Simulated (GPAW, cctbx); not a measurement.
# CuW: what bonding does to one electron reflection, worked out

CuW, R-3m (no. 166), a = 2.7148 Å, b = 2.7148 Å, c = 13.6142 Å, α = 90.00°, β = 90.00°, γ = 120.00°.

```csv
atom,mult.,x,y,z
W1,3,1/3,2/3,1/6
Cu1,3,0,0,0
```

The cell comes from substitution in a known structure type and wasn't matched to any measured phase.

A DFT run (GPAW, PBE, 450 eV, 10×10×10 k-points, Fermi–Dirac width 0.1 eV) gives the static X-ray structure factor of 003 as 127.616 e for the conventional cell; superposed free atoms give 127.063 e. **Problem.** Find the Fourier component V of the crystal potential and the two-beam extinction distance at 200 kV in both cases.

**1. Geometry**

The cell volume is Ω = 86.90 Å³ and d(003) = 4.5381 Å, so g = 1/d = 0.2204 Å⁻¹.

**2. The nuclei**

Electrons feel nuclei as well as electrons, so the nuclear charges are summed with the same phases.

Phase sums Σ exp(2πi h·x), turned so that the total is real and positive: W +3.000, Cu -3.000. Then F_Z = 74 × (+3.000) + 29 × (-3.000) = 135.00 e. The electron term has the same sign for this reflection.

**3. Mott–Bethe**

Poisson's equation, term by term, gives V = (e/4πε₀)(F_Z − F)/(πΩg²), with e/4πε₀ = 14.3996 V Å.

The prefactor is 14.3996 × 4.5381²/(π × 86.90) = 1.08631 V per electron. Free atoms: (135.00 − 127.063) × 1.08631 = 8.622 V. Crystal: (135.00 − 127.616) × 1.08631 = 8.021 V. F changes by +0.44 % and V by -7.0 %: the same 0.55 e is measured against F_Z − F = 7.9 e in place of F = 127.1 e.

**4. Extinction distance**

In the two-beam case ξ = 1/(λU) with U = 2γm₀eV/h², that is ξ = 150.41 V Å²/(γλV).

At 200 kV, λ = 0.02508 Å and γ = 1.3914. Free atoms: ξ = 500 Å. Crystal: ξ = 537 Å. The thickness fringes go as sin²(πt/ξ), so the two patterns slip by a quarter of a period when t|1/ξ₁ − 1/ξ₀| = 1/4, at t ≈ 179 nm. Thermal motion, absorption and many-beam coupling, left out here, change a real pattern.

**5. Answer**

V(003) is 8.02 V against 8.62 V, and ξ is 537 against 500 Å. Limits: static atoms, two beams.

[Outputs are excerpts: Python notices, other lines and further rows are left out; steps that failed or that the build refused (PBEsol, TPSS) are not shown.]

[Logs are printed without paths, hosts, clocks, repeated set-up lines and the standing remarks that a program may print on its own settings, such as how far it seeks lower states.]
